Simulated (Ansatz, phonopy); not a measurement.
# TcSn (hypothetical, Pm-3m): phonons against volume, part 4 of 5

Which modes of TcSn (hypothetical) drive its thermal expansion? The crystal structure is hypothetical: it was made by swapping elements on a known structure type.

Ansatz 0.2.0; DFT PBEsol, scalar-relativistic, plane waves, PAW.

So far. Step 9 (A cell at another volume, V/V0 0.985): The run ends at a pressure of 2.97 GPa. Step 10 (Lattice dynamics at this volume, V/V0 0.985): No mode is imaginary beyond numerical noise at the solved wavevectors. The highest zone-centre mode (no LO–TO term) moved by +3.9 % for a volume change of -1.5 %.

### Step 11. A cell at another volume, V/V0 1.03

Symmetry fixes every atom, so a single point at the scaled cell gives the energy and pressure of this member.

The cell differs from the one that the last finished run ended in (a 3.205 → 3.253 Å, b 3.205 → 3.253 Å, c 3.205 → 3.253 Å).

File input.yaml:

```yaml
crystal:
  lattice:
    - [3.2530806633, 0.0, 0.0]
    - [0.0, 3.2530806633, 0.0]
    - [0.0, 0.0, 3.2530806633]
  atoms:
    - { symbol: Sn, position: [0.0, 0.0, 0.0] }
    - { symbol: Tc, position: [0.5, 0.5, 0.5] }
kpoints:
  mp_grid: { grid: [16, 16, 16] }
hamiltonian:
  xc: pbesol
scf:
  occupations: { method: methfessel_paxton, width: 0.2 }
output:
  forces: true
  stress: true
  eigenvalues: true
```

The run is started by

```console
$ ansatz run input.yaml --threads 4 --pin off --max-ram 8192MiB --backend cpu --events-out ev --progress --plain --runs-dir out
```

Numbers of over 12 decimals in the logs are rounded to 6 here.

Output:

```text
[...]
Crystal: 2 atoms, lattice volume = 34.426 Å³
Basis set: ecut = 500 eV, 895 PW (Γ), exchange–correlation on 48×48×48 points (8 copies of the dense FFT grid, shifted against one another)
Bands: 19, of which v1, the nominal top of the filled ones, is band 15 counted from 1 (14 counted from 0)
Symmetry: 48 space group operations
[...]
k-points: 165 of 4096
[...]
--- Band table (eV; the first three rows and the last of 165) ---
  k-point 0: bands = [... 11 lower, 15.3648, 18.4138, 18.4138, 18.4138, 21.1220, 21.1220, 21.1220, 27.1967]
  k-point 1: bands = [... 11 lower, 15.3753, 18.2505, 18.2505, 18.4126, 20.8158, 21.3526, 21.3526, 27.4478]
  k-point 2: bands = [... 11 lower, 15.4056, 17.8775, 17.8775, 18.4091, 20.1483, 21.9285, 21.9285, 27.8019]
  k-point 164: bands = [... 11 lower, 13.1798, 15.0031, 19.5608, 19.5608, 21.7767, 21.7767, 21.7767, 24.2007]
[key lines of the parts left out:]
SCF converged after 7 iterations
Free energy (F): -11287.143769 eV
Fermi energy:    18.024774 eV
P = ⅓ Tr σ = -5.1738 GPa (-51.738 kbar)
```

The job ended after 1.6 s (4 threads of Arm Neoverse V2, shared host; peak memory 0.41 GiB).

The run ends at a pressure of -5.17 GPa.

### Step 12. Phonons, V/V0 1.03

Phonons at this volume give one point of F(V, T); meshes stay fixed along the series.

input.yaml, the sections that differ from step 11:

```yaml
output:
  eigenvalues: true
phonons:
  method: dfpt
  qmesh: [4, 4, 4]
  temperatures: { t_max: 1000, t_step: 50 }
  qpath:
    path:
      - [[0.0, 0.0, 0.0], [0.0, 0.5, 0.0], [0.5, 0.5, 0.0], [0.0, 0.0, 0.0], [0.5, 0.5, 0.5], [0.0, 0.5, 0.0]]
      - [[0.5, 0.5, 0.5], [0.5, 0.5, 0.0]]
    npoints: 10
# crystal, kpoints, hamiltonian, scf: as in step 11
```

Output:

```text
[...]
Crystal: 2 atoms, lattice volume = 34.426 Å³
Basis set: ecut = 500 eV, 895 PW (Γ), exchange–correlation on 48×48×48 points (8 copies of the dense FFT grid, shifted against one another)
Bands: 19, of which v1, the nominal top of the filled ones, is band 15 counted from 1 (14 counted from 0)
Symmetry: 48 space group operations
k-points: 165 of 4096
[...]
k-point 164: bands = [... 11 lower, 13.1798, 15.0032, 19.5607, 19.5607, 21.7767, 21.7767, 21.7767, 24.2007]
[...]
ASR residual: 7.686e-5 → 0.000e0 eV/Å²; symmetrization residual: 4.501e-6 eV/Å²
  ASR residual per site (eV/Å²): 3.47e-5 7.69e-5
  Γ frequencies (cm⁻¹): 0.00 0.00 0.00 175.31 175.31 175.31
--- Phonons (arbitrary-q DFPT): 10 irreducible q on the 4×4×4 mesh ---
[...]
interpolated dispersion: 62 rows × 6 modes
[...]
[key lines of the parts left out:]
SCF converged after 8 iterations
Free energy (F): -11287.143769 eV
Fermi energy:    18.024740 eV
```

It took 9.5 min on 4 threads; peak memory 4.4 GiB.

No LO-TO term. Phonon branches along the path, in cm⁻¹:

```
    point  branch 1  branch 2  branch 3  branch 4  branch 5  branch 6
        Γ         0         0         0       175       175       175
  halfway        58        58       111       155       155       175
        X        89        89       126       126       157       179
  halfway       101       103       111       119       185       189
        M        70        92        92       110       208       208
  halfway        72        83       122       142       157       182
        Γ         0         0         0       175       175       175
  halfway        84        84       112       164       166       166
        R        75        75        75       174       174       174
  halfway        86        90       114       150       178       187
        X        89        89       126       126       157       179
jump to R        75        75        75       174       174       174
  halfway        82        98        98       146       188       188
        M        70        92        92       110       208       208
```

The phonon branches as a text plot (rows in cm⁻¹):

```
    203 |            *****                                    ***
    195 |           **   **
    186 |                 ***                      ***      **
    177 |***********         *******     *******************
    169 | **               **   *  **********   **     *  *
    160 |       **           * *    *   *         **    ** *
    151 |   ** *              *      ***            *       *
    143 |     *              *                       *       *
    134 |                  **                         **
    125 |    * *****      *  *                          **    *
    117 |         * **   * ** *        *            *** *      *
    108 |   *     *** *** *          ** ***        *   *        *
    100 |         ****   **                **     *   *     ***
     91 |      ***    **** **  *         ***     ********* *   **
     82 |             * * ****      *   *   **  * ***      ***
     74 |  *  *        *     *         *      ****        *   ***
     65 |    *                * *
     56 |   *                        **
     48 | *                    *
     39 |  *                    *  **
     30 |                        *
     22 |**                      * *
     13 |*
      4 |                         *
         Γ      X      M          Γ            R        X|R     M
```

No mode is imaginary beyond numerical noise at the solved wavevectors. The highest zone-centre mode (no LO–TO term) moved by -7.4 % for a volume change of +3.0 %.

### Step 13. A cell at another volume, V/V0 0.97

Symmetry fixes every atom, so a single point at the scaled cell gives the energy and pressure of this member.

The cell differs from the one that the last finished run ended in (a 3.253 → 3.189 Å, b 3.253 → 3.189 Å, c 3.253 → 3.189 Å).

input.yaml, the sections that differ from step 12:

```yaml
crystal:
  lattice:
    - [3.1886462081, 0.0, 0.0]
    - [0.0, 3.1886462081, 0.0]
    - [0.0, 0.0, 3.1886462081]
  atoms:
    - { symbol: Sn, position: [0.0, 0.0, 0.0] }
    - { symbol: Tc, position: [0.5, 0.5, 0.5] }
output:
  forces: true
  stress: true
  eigenvalues: true
# kpoints, hamiltonian, scf: as in step 12
# phonons: removed
```

Output:

```text
[...]
Crystal: 2 atoms, lattice volume = 32.420 Å³
Basis set: ecut = 500 eV, 799 PW (Γ), exchange–correlation on 48×48×48 points (8 copies of the dense FFT grid, shifted against one another)
Bands: 19, of which v1, the nominal top of the filled ones, is band 15 counted from 1 (14 counted from 0)
Symmetry: 48 space group operations
[...]
k-points: 165 of 4096
[...]
--- Band table (eV; the first three rows and the last of 165) ---
  k-point 0: bands = [... 11 lower, 16.4808, 19.8186, 19.8186, 19.8186, 22.6351, 22.6351, 22.6351, 29.4833]
  k-point 1: bands = [... 11 lower, 16.4908, 19.6364, 19.6364, 19.8164, 22.3325, 22.8876, 22.8876, 29.7208]
  k-point 2: bands = [... 11 lower, 16.5198, 19.2244, 19.2244, 19.8103, 21.6623, 23.5121, 23.5121, 29.9832]
  k-point 164: bands = [... 11 lower, 14.1672, 16.5689, 21.0729, 21.0729, 23.3201, 23.3201, 23.3201, 26.0136]
[key lines of the parts left out:]
SCF converged after 7 iterations
Free energy (F): -11287.141572 eV
Fermi energy:    19.394755 eV
P = ⅓ Tr σ = 6.2268 GPa (62.268 kbar)
```

The job ended after 1.5 s (4 threads; peak memory 0.41 GiB; 5.3 s of CPU time).

The run ends at a pressure of 6.23 GPa.

### Step 14. Phonons, V/V0 0.97

The same q-mesh and k-mesh are kept at every volume, so that much of their error can cancel in the differences.

input.yaml, the sections that differ from step 13:

```yaml
output:
  eigenvalues: true
phonons:
  method: dfpt
  qmesh: [4, 4, 4]
  temperatures: { t_max: 1000, t_step: 50 }
  qpath:
    path:
      - [[0.0, 0.0, 0.0], [0.0, 0.5, 0.0], [0.5, 0.5, 0.0], [0.0, 0.0, 0.0], [0.5, 0.5, 0.5], [0.0, 0.5, 0.0]]
      - [[0.5, 0.5, 0.5], [0.5, 0.5, 0.0]]
    npoints: 10
# crystal, kpoints, hamiltonian, scf: as in step 13
```

Output:

```text
[...]
Crystal: 2 atoms, lattice volume = 32.420 Å³
Basis set: ecut = 500 eV, 799 PW (Γ), exchange–correlation on 48×48×48 points (8 copies of the dense FFT grid, shifted against one another)
Bands: 19, of which v1, the nominal top of the filled ones, is band 15 counted from 1 (14 counted from 0)
Symmetry: 48 space group operations
k-points: 165 of 4096
[...]
k-point 164: bands = [... 11 lower, 14.1672, 16.5690, 21.0728, 21.0728, 23.3200, 23.3200, 23.3200, 26.0135]
[...]
ASR residual: 4.956e-5 → 0.000e0 eV/Å²; symmetrization residual: 2.621e-6 eV/Å²
  ASR residual per site (eV/Å²): 4.96e-5 2.25e-5
  Γ frequencies (cm⁻¹): 0.00 0.00 0.00 204.25 204.25 204.25
--- Phonons (arbitrary-q DFPT): 10 irreducible q on the 4×4×4 mesh ---
[...]
interpolated dispersion: 62 rows × 6 modes
[...]
[key lines of the parts left out:]
SCF converged after 9 iterations
Free energy (F): -11287.141572 eV
Fermi energy:    19.394694 eV
```

Run time: 9.1 min. Hardware: 4 threads; peak memory 4.2 GiB; 35 min of CPU time.

No mode is imaginary beyond numerical noise at the solved wavevectors. The highest zone-centre mode (no LO–TO term) moved by +7.8 % for a volume change of -3.0 %.

### Step 15. A cell at another volume, V/V0 1.05

Symmetry fixes every atom, so a single point at the scaled cell gives the energy and pressure of this member.

The cell differs from the one that the last finished run ended in (a 3.189 → 3.274 Å, b 3.189 → 3.274 Å, c 3.189 → 3.274 Å).

input.yaml, the sections that differ from step 14:

```yaml
crystal:
  lattice:
    - [3.2740013712, 0.0, 0.0]
    - [0.0, 3.2740013712, 0.0]
    - [0.0, 0.0, 3.2740013712]
  atoms:
    - { symbol: Sn, position: [0.0, 0.0, 0.0] }
    - { symbol: Tc, position: [0.5, 0.5, 0.5] }
output:
  forces: true
  stress: true
  eigenvalues: true
# kpoints, hamiltonian, scf: as in step 14
# phonons: removed
```

Output:

```text
[...]
Crystal: 2 atoms, lattice volume = 35.094 Å³
Basis set: ecut = 500 eV, 895 PW (Γ), exchange–correlation on 48×48×48 points (8 copies of the dense FFT grid, shifted against one another)
Bands: 19, of which v1, the nominal top of the filled ones, is band 15 counted from 1 (14 counted from 0)
Symmetry: 48 space group operations
[...]
k-points: 165 of 4096
[...]
--- Band table (eV; the first three rows and the last of 165) ---
  k-point 0: bands = [... 11 lower, 15.0190, 17.9793, 17.9793, 17.9793, 20.6561, 20.6561, 20.6561, 26.4923]
  k-point 1: bands = [... 11 lower, 15.0296, 17.8217, 17.8217, 17.9783, 20.3484, 20.8799, 20.8799, 26.7468]
  k-point 2: bands = [... 11 lower, 15.0600, 17.4607, 17.4607, 17.9755, 19.6812, 21.4408, 21.4408, 27.1233]
  k-point 164: bands = [... 11 lower, 12.8745, 14.5204, 19.0933, 19.0933, 21.3038, 21.3038, 21.3038, 23.6410]
[key lines of the parts left out:]
SCF converged after 7 iterations
Free energy (F): -11287.115864 eV
Fermi energy:    17.600571 eV
P = ⅓ Tr σ = -8.1454 GPa (-81.454 kbar)
```

Elapsed: 1.6 s, on 4 threads; peak memory 0.41 GiB.

The run ends at a pressure of -8.15 GPa.

### Step 16. Lattice dynamics at this volume, V/V0 1.05

The same q-mesh and k-mesh are kept at every volume, so that much of their error can cancel in the differences.

input.yaml, the sections that differ from step 15:

```yaml
output:
  eigenvalues: true
phonons:
  method: dfpt
  qmesh: [4, 4, 4]
  temperatures: { t_max: 1000, t_step: 50 }
  qpath:
    path:
      - [[0.0, 0.0, 0.0], [0.0, 0.5, 0.0], [0.5, 0.5, 0.0], [0.0, 0.0, 0.0], [0.5, 0.5, 0.5], [0.0, 0.5, 0.0]]
      - [[0.5, 0.5, 0.5], [0.5, 0.5, 0.0]]
    npoints: 10
# crystal, kpoints, hamiltonian, scf: as in step 15
```

Output:

```text
[...]
Crystal: 2 atoms, lattice volume = 35.094 Å³
Basis set: ecut = 500 eV, 895 PW (Γ), exchange–correlation on 48×48×48 points (8 copies of the dense FFT grid, shifted against one another)
Bands: 19, of which v1, the nominal top of the filled ones, is band 15 counted from 1 (14 counted from 0)
Symmetry: 48 space group operations
k-points: 165 of 4096
[...]
k-point 164: bands = [... 11 lower, 12.8745, 14.5204, 19.0932, 19.0932, 21.3038, 21.3038, 21.3038, 23.6410]
[...]
ASR residual: 1.567e-4 → 0.000e0 eV/Å²; symmetrization residual: 5.521e-6 eV/Å²
  ASR residual per site (eV/Å²): 6.62e-5 1.57e-4
  Γ frequencies (cm⁻¹): 0.00 0.00 0.00 166.36 166.36 166.36
--- Phonons (arbitrary-q DFPT): 10 irreducible q on the 4×4×4 mesh ---
[...]
interpolated dispersion: 62 rows × 6 modes
[...]
[key lines of the parts left out:]
SCF converged after 8 iterations
Free energy (F): -11287.115864 eV
Fermi energy:    17.600545 eV
```

Elapsed: 9.6 min, on 4 threads; peak memory 4.4 GiB.

No LO-TO term. The phonon branches at the labelled points (cm⁻¹):

```
    point  branch 1  branch 2  branch 3  branch 4  branch 5  branch 6
        Γ         0         0         0       166       166       166
  halfway        55        55       107       148       148       167
        X        83        83       120       120       148       172
  halfway        97        99       106       113       177       179
        M        66        90        90       104       197       197
  halfway        70        79       115       135       151       172
        Γ         0         0         0       166       166       166
  halfway        80        80       106       156       158       158
        R        64        64        64       168       168       168
  halfway        77        86       110       144       169       178
        X        83        83       120       120       148       172
jump to R        64        64        64       168       168       168
  halfway        77        93        93       140       179       179
        M        66        90        90       104       197       197
```

The phonon branches as a text plot (rows in cm⁻¹):

```
    193 |            *****                                    ***
    185 |           **   **
    177 |          *      ***                     *****     **
    169 |***********         *******     *******************
    160 | **               **   *  *********     **    *   *
    152 |       **           * *    *   *          *    **  *
    144 |   ** *              *      ***            *        *
    136 |     *              *                       *
    127 |                  **                         **
    119 |    * *****      *                             **    *
    111 |         * **   * ****        *            *** *      *
    103 |   *     *** *** *          ** ***        *   *        *
     95 |         ***** ***                **     *   *      ***
     86 |       **     ******  *         ***     ********* **   *
     78 |      *      *    ***      *   *   **   *  **      **
     70 |  *  *         *    *         *     *  ****      **  ***
     62 |    *         *      * *             ***         *
     53 |   *                        **
     45 | *                    *
     37 |  *                    ** **
     29 |
     21 |**                      * *
     12 |*
      4 |                         *
         Γ      X      M          Γ            R        X|R     M
```

No mode is imaginary beyond numerical noise at the solved wavevectors. The highest zone-centre mode (no LO–TO term) moved by -12.2 % for a volume change of +5.0 %.

### Step 17. Mode Grüneisen parameters

This step: DFT PBEsol, scalar-relativistic, plane waves, PAW (phonopy 4.10.0).

This step gave:

```
share of modes with a negative Grüneisen parameter : 0
```

Mean Grüneisen, by row:

```
T (K)  heat-capacity-weighted mean  root mean square
   50                        2.799             2.966
  100                        2.743             2.876
  200                        2.719              2.84
  300                        2.714             2.832
  500                        2.712             2.828
  800                        2.711             2.827
```

Mean mode Grueneisen parameter against wavenumber:

```
wavenumber (cm⁻¹)  mean mode Grueneisen parameter
              3.7                               -
             11.2                               -
             18.6                               2
             26.1                            1.46
             33.5                            1.78
             41.0                            1.84
             48.4                            1.98
             55.9                            2.04
             63.3                             2.3
             70.8                            2.33
             78.2                            2.55
             85.7                            2.67
             93.1                            2.83
            100.6                            3.56
            108.1                            3.04
            115.5                            2.59
            123.0                            2.54
            130.4                            2.79
            137.9                            2.61
            145.3                            2.48
            152.8                            2.49
            160.2                            2.32
            167.7                            2.42
            175.1                            2.39
            182.6                            2.41
            190.0                            2.52
            197.5                            2.57
            204.9                            2.58
            212.4                            2.55
            219.8                            2.53
```

Volume series, by row:

```
 V/V0  V (Å³/atom)  pressure (GPa)  E - E0 (meV/atom)  gap (eV)  zero-point energy (meV/atom)  lowest on the path (cm⁻¹)  highest at Gamma without the LO-TO term (cm⁻¹)
 0.97        16.21           6.227              9.394         0                         28.21                          0                                           204.2
0.985        16.46           2.968              2.257         0                         27.13                          0                                           196.8
    1        16.71               0                  0         0                         26.07                          0                                           189.4
1.015        16.96          -2.705               2.17         0                         25.05                          0                                           182.3
 1.03        17.21          -5.174              8.369         0                          24.1                          0                                           175.3
 1.05        17.55          -8.145               22.3         0                         22.93                          0                                           166.4
```

(Part 4 of 5 ends here.)

[Logs are printed without paths, hosts, clocks, repeated set-up lines and the standing remarks that a program may print on its own settings, such as how far it seeks lower states.]

[Hosts, paths, dates, database ids (printed as entryN), source tags and the programs' standing remarks are cut or masked in the printed files.]

[A step with changed settings may run another functional than the one named; its input shows which.]


